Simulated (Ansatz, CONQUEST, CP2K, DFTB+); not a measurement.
**Running amorphous polypropylene (as short chains C8H18) at 300 K (78 atoms) with CP2K**

Wanted: CP2K inputs and outputs for amorphous polypropylene (as short chains C8H18) at 300 K (78 atoms), checked against a plane-wave reference.

Method: the method is named at each step, in CP2K 2026.2.

## Step 1: The starting structure

The cell holds 78 atoms: 24 C and 54 H. Cell: a = 8.864 Å, b = 8.864 Å, c = 8.864 Å, α = 90.0°, β = 90.0°, γ = 90.0°. 3 polypropylene chains of 2 units with methyl end groups placed at random, at 0.817 g/cm³; overlaps pushed apart, then 20 ps at 800 K with MMFF94 bonds, angles, torsions, charges and radii (Halgren, J. Comput. Chem. 17, 490 (1996)) in harmonic and 12-6 forms. Snapshot after 30 ps at 300 K and fixed volume. Then every atom was moved at random, 0.05 Å r.m.s. a Cartesian component (hydrogen 0.6 of that).

The yardstick, on the same geometry:

```
method                                           : Kohn-Sham DFT, PBE, PAW, plane waves (Ansatz 0.2.0); cutoff 420 eV, Γ point, fermi-dirac smearing of 0.05 eV; PAW set soft_2
r.m.s. force component                           : 2.043 eV/Å
longest force                                    : 9.825 eV/Å
pressure                                         : 5.717 GPa
gap (highest filled to lowest empty level) : 5.561 eV
SCF cycles                                       : 8
time                                             : 1.7 s on 4 threads of Intel Xeon 6975P-C (Granite Rapids), shared host
CPU time                                         : 5.7 s
```

## Step 2: PBE, DZVP-UZH, 450/50 Ry, OT DIIS

Method: Kohn-Sham DFT, PBE, GTH-PBE pseudopotentials, Gaussian and plane waves, DZVP-MOLOPT (UZH set), orbital transformation.

The input, input.inp:

```
&GLOBAL
  PROJECT cell
  RUN_TYPE ENERGY_FORCE
  PRINT_LEVEL LOW
&END GLOBAL
&FORCE_EVAL
  METHOD QS
  STRESS_TENSOR ANALYTICAL
  &DFT
    BASIS_SET_FILE_NAME BASIS_MOLOPT_UZH
    POTENTIAL_FILE_NAME POTENTIAL_UZH
    &MGRID
      CUTOFF 450
      REL_CUTOFF 50
    &END MGRID
    &QS
      EPS_DEFAULT 1.0E-12
    &END QS
    &SCF
      SCF_GUESS ATOMIC
      EPS_SCF 1.0E-06
      MAX_SCF 30
      &OT
        MINIMIZER DIIS
        PRECONDITIONER FULL_ALL
        ENERGY_GAP 0.001
      &END OT
      &OUTER_SCF
        EPS_SCF 1.0E-06
        MAX_SCF 8
      &END OUTER_SCF
      &PRINT
        &RESTART OFF
        &END RESTART
      &END PRINT
    &END SCF
    &XC
      &XC_FUNCTIONAL PBE
      &END XC_FUNCTIONAL
    &END XC
    &PRINT
      &MULLIKEN ON
      &END MULLIKEN
      &HIRSHFELD ON
        SHAPE_FUNCTION DENSITY
      &END HIRSHFELD
      &MO_CUBES
        NHOMO 1
        NLUMO 4
        WRITE_CUBE F
      &END MO_CUBES
    &END PRINT
  &END DFT
  &SUBSYS
    &CELL
      A 8.86432 0.00000 0.00000
      B 0.00000 8.86432 0.00000
      C 0.00000 0.00000 8.86432
    &END CELL
    &COORD
      C 2.97815 3.02158 2.70255
      C 2.76469 3.83391 4.02156
      C 2.98196 3.00953 5.18908
      C 2.69130 3.86768 6.43239
      C 1.99598 1.82153 5.28163
      C 2.18594 0.90558 6.57812
      C 1.28737 8.58270 6.44472
      C 3.58783 0.48639 6.62688
      H 2.52332 2.08702 2.55709
      H 2.60265 3.62223 1.81435
      H 4.10001 2.74395 2.75007
      H 1.70842 4.07360 3.82105
      H 3.34291 4.74702 3.94276
      H 4.09851 2.76939 5.18572
      H 2.97699 3.36357 7.43291
      H 3.10411 4.80499 6.28950
      H 1.64203 3.90589 6.35545
      H 2.26155 1.15272 4.44439
      H 1.06062 1.97674 5.17339
      H 2.04659 1.52635 7.38823
      H 1.52519 7.70043 5.76482
      H 0.26300 0.22666 6.16850
      H 0.95221 8.10686 7.35668
      H 3.87743 0.02039 5.69541
      H 4.28758 1.20049 6.90779
      H 3.78746 8.52207 7.40552
      C 7.81851 3.13824 2.58696
      C 8.50514 3.77975 1.47378
      C 7.53627 3.71849 0.33941
      C 7.86850 2.25038 8.46941
      C 7.92745 4.72433 8.17858
      C 7.33850 4.68657 6.75328
      C 5.75011 5.07598 6.78635
      C 8.19666 5.58913 5.76863
      H 7.74024 2.04128 2.41287
      H 6.80638 3.36888 2.82045
      H 8.37714 3.39025 3.57161
      H 8.35382 4.94142 1.77419
      H 0.65197 3.67249 1.41962
      H 6.39951 3.75714 0.47841
      H 8.78037 2.30100 7.90095
      H 7.10413 1.95831 7.72073
      H 7.67420 1.48610 0.33454
      H 7.63936 5.76323 8.56595
      H 0.07508 4.68196 8.23974
      H 7.48095 3.69376 6.35536
      H 5.56068 5.10913 5.67361
      H 5.28118 4.42383 7.28124
      H 5.65898 6.00779 7.14730
      H 0.41130 5.62095 6.07880
      H 8.15970 5.41876 4.74738
      H 7.71816 6.72323 5.80710
      C 0.65844 7.76967 2.38370
      C 1.92152 7.00733 2.53165
      C 2.88489 7.05414 1.30766
      C 2.26962 6.15893 0.32683
[... 18 atom lines left out ...]
      H 5.83228 6.45172 3.85811
      H 6.50003 8.04552 0.69780
      H 4.96739 0.17268 0.77190
      H 6.31601 0.46431 1.86417
    &END COORD
    &KIND C
      BASIS_SET DZVP-MOLOPT-PBE-GTH-q4
      POTENTIAL GTH-PBE-q4
    &END KIND
    &KIND H
      BASIS_SET DZVP-MOLOPT-PBE-GTH-q1
      POTENTIAL GTH-PBE-q1
    &END KIND
  &END SUBSYS
  &PRINT
    &FORCES ON
    &END FORCES
    &STRESS_TENSOR ON
    &END STRESS_TENSOR
  &END PRINT
&END FORCE_EVAL
```

Command:

```
$ OMP_NUM_THREADS=1 mpirun -np 4 cp2k.psmp -i input.inp > output.txt
```

Numbers of over 12 decimals in the logs are rounded to 6 here.

What it wrote:

```text
CP2K| version string:                                       CP2K version 2026.2
 CP2K| Input file name                                                 input.inp
 GLOBAL| Basis set file name                                    BASIS_MOLOPT_UZH
 GLOBAL| Potential file name                                       POTENTIAL_UZH
 GLOBAL| Run type                                                   ENERGY_FORCE
 GLOBAL| Total number of message passing processes                             4
 GLOBAL| Number of threads for this process                                    1
 TOTAL NUMBERS AND MAXIMUM NUMBERS
  Total number of            - Atomic kinds:                                   2
                             - Atoms:                                         78
                             - Shell sets:                                    78
                             - Shells:                                       282
                             - Primitive Cartesian functions:                390
                             - Cartesian basis functions:                    606
                             - Spherical basis functions:                    582
  Maximum angular momentum of- Orbital basis functions:                        2
                             - Local part of the GTH pseudopotential:          2
                             - Non-local part of the GTH pseudopotential:      0
 SCF PARAMETERS         Density guess:                                    ATOMIC
                        max_scf:                                              30
                        eps_scf:                                        1.00E-06
                        Outer loop SCF in use
                        eps_scf                                         1.00E-06
                        max_scf                                                8
 Extrapolation method: initial_guess
 Number of electrons:                                                        150
[... lines left out ...]
  Step     Update method      Time    Convergence         Total energy    Change
[... lines left out ...]
  Total energy:                                              -168.360062
[... lines left out ...]
                                         using   7 DIIS vectors
                                         safer DIIS on
  Preconditioner : FULL_ALL            : diagonalization, state selective
  Precond_solver : DEFAULT
  stepsize       :    0.15000000                  energy_gap     :    0.00100000
  eps_taylor     :   0.10000E-15                  max_taylor     :             4
  ----------------------------------- OT ---------------------------------------
  Step     Update method      Time    Convergence         Total energy    Change
[...]
4 OT DIIS     0.15E+00    1.4     0.00000136      -168.3602522521 -7.58E-07
     5 OT DIIS     0.15E+00    1.4     0.00000052      -168.3602522565 -4.34E-09
  *** SCF run converged in     5 steps ***
  Electronic density on regular grids:       -150.0000000001       -0.0000000001
  Core density on regular grids:              149.9999999999       -0.0000000001
  Total charge density on r-space grids:       -0.0000000002
  Total charge density g-space grids:          -0.0000000002
  Overlap energy of the core charge distribution:               6.50972e-05
  Self energy of the core charge distribution:               -395.901568
  Core Hamiltonian energy:                                    129.551474
  Hartree energy:                                             159.995396
  Exchange-correlation energy:                                -62.005619
  Total energy:                                              -168.360252
  outer SCF iter =    2 RMS gradient =   0.52E-06 energy =       -168.3602522565
  outer SCF loop converged in   2 iterations or   35 steps
 !-----------------------------------------------------------------------------!
                     Mulliken Population Analysis
 #  Atom  Element  Kind  Atomic population                           Net charge
       1     C        1          4.272513                             -0.272513
       2     C        1          4.156765                             -0.156765
       3     C        1          4.091878                             -0.091878
[...]
77     H        2          0.930159                              0.069841
      78     H        2          0.914759                              0.085241
 # Total charge                            150.000000                 -0.000000
 !-----------------------------------------------------------------------------!
 !-----------------------------------------------------------------------------!
                           Hirshfeld Charges
  #Atom  Element  Kind  Ref Charge     Population                    Net charge
      1       C      1       4.000          4.114                        -0.114
      2       C      1       4.000          4.070                        -0.070
      3       C      1       4.000          4.016                        -0.016
[...]
77       H      2       1.000          0.966                         0.034
     78       H      2       1.000          0.965                         0.035
  Total Charge                                                           -0.000
 !-----------------------------------------------------------------------------!
  Eigenvalues of the occupied subspace spin            1
      -0.62009902     -0.61529704     -0.60855326     -0.58457101
      -0.57775756     -0.56191857     -0.52555451     -0.51352316
      -0.51041824     -0.47540537     -0.47203010     -0.47023429
[...]
-0.11273591     -0.11221270     -0.10609314     -0.10446079
      -0.10022200     -0.09158779     -0.08778627
 Fermi Energy [eV] :   -2.388786
  Using OT eigensolver for additional unoccupied orbitals spin            1
  Lowest Eigenvalues of the unoccupied subspace spin            1
 OT| Eigensolver reached convergence in 197 iterations
       0.15743471      0.17431490      0.18624367      0.18927368
 HOMO - LUMO gap [eV] :    6.672802
 ENERGY| Total FORCE_EVAL ( QS ) energy [hartree]           -168.360252
 FORCES| Atomic forces [hartree/bohr]
 FORCES|   Atom     x               y               z               |f|
 FORCES|      1  5.42729208E-02  3.27494295E-02 -6.24617354E-03   6.36952883E-02
 FORCES|      2 -3.86451345E-02 -1.27892339E-02 -7.38978694E-02   8.43676835E-02
 FORCES|      3  1.31483715E-02 -9.23407095E-03  5.20854559E-02   5.45072698E-02
[...]
FORCES|     77  2.24934434E-02 -7.21790653E-03  1.18574167E-02   2.64320166E-02
 FORCES|     78  2.08025547E-02  3.17302330E-02  1.86368984E-02   4.22715974E-02
 FORCES| Sum     1.21984791E-06 -3.51993228E-06 -7.15977654E-05
 FORCES| Total atomic force                                       7.16946160E-05
 STRESS| Analytical stress tensor [bar]
 STRESS|                        x                   y                   z
 STRESS|      x        5.28816726959E+04   2.14093127072E+04  -7.14800389911E+03
 STRESS|      y        2.14093127072E+04   7.47751061617E+04  -2.65122524942E+04
 STRESS|      z       -7.14800389911E+03  -2.65122524942E+04   5.69589540190E+04
 STRESS| 1/3 Trace                                             6.15385776255E+04
```

It took 55 s on 4 MPI ranks of Intel Xeon 6975P-C (Granite Rapids), shared host; peak memory 1.6 GiB; 3.6 min of CPU time.

Banners, paths, timers and routine set-up lines are dropped from the logs unmarked, and long logs keep their key lines alone; longer cuts are marked.

Numbers from this run, and their distance from the reference:

| Item | Value |
| --- | --- |
| r.m.s. force component | 2.086 eV/Å |
| r.m.s. difference of force components | 50.62 meV/Å |
| longest difference of force vectors | 185 meV/Å |
| force difference over r.m.s. force | 2.478 % |
| slope of forces against the reference's | 1.021 |
| correlation of force components | 0.9999 |
| gap (highest filled to lowest empty level) | 6.673 eV |
| gap difference | 1.112 eV |
| pressure | 6.154 GPa |
| pressure difference | 0.4369 GPa |

Length of the force difference by element (eV/Å):

```
element  atoms   mean  most
      C     24   0.11  0.18
      H     54  0.056  0.18
```

The surroundings of C6, picked at random, nearest first, numbered as they follow in the input and with coordinates relative to it.

```
atom      x      y      z  distance (Å)  bonds  Hirshfeld charge (e)     Fx     Fy  Fz (eV/Å)
  C6   0.00   0.00   0.00          0.00      4                 -0.03   0.72  -0.20      -3.37
 H20  -0.14   0.62   0.81          1.03      1                  0.04  -1.19   1.14       2.36
  C8   1.40  -0.42   0.05          1.46      4                 -0.13   1.04  -3.47       1.29
  C7  -0.90  -1.19  -0.13          1.49      4                 -0.11  -3.50   0.31      -0.55
  C5  -0.19   0.92  -1.30          1.60      4                 -0.08   8.31  -3.10       0.72
 H22  -1.92  -0.68  -0.41          2.08      1                  0.04   1.25  -1.35      -0.26
 H19  -1.13   1.07  -1.40          2.09      1                  0.03  -6.88   2.15      -0.74
 H24   1.69  -0.89  -0.88          2.10      1                  0.04   0.36  -0.14      -0.68
 H25   2.10   0.29   0.33          2.15      1                  0.04   1.42   1.89       0.27
 H18   0.08   0.25  -2.13          2.15      1                  0.03  -0.13  -0.22       0.00
 H26   1.60  -1.25   0.83          2.19      1                  0.04  -0.54   0.84      -0.77
 H23  -1.23  -1.66   0.78          2.21      1                  0.04   0.45  -0.16       0.90
 H21  -0.66  -2.07  -0.81          2.32      1                  0.05   0.11   1.47       0.25
```

Forces lie 2.5 % from the reference's, at 39 times its CPU time.

[end of part 1 of 2]

[Also dropped from logs without a mark: logging warnings of Python, and SIESTA's first energy breakdown and zero terms.]

[Logs are printed without paths, hosts, clocks, repeated set-up lines and the standing remarks that a program may print on its own settings, such as how far it seeks lower states.]

[Hosts, paths, dates, database ids (printed as entryN), source tags and the programs' standing remarks are cut or masked in the printed files.]

[The MMFF94 radii named for the starting cell were scaled by 0.96; in molecules described by MMFF94, hydrogen bound to N, O or S took a small fixed 12-6 site in their place.]
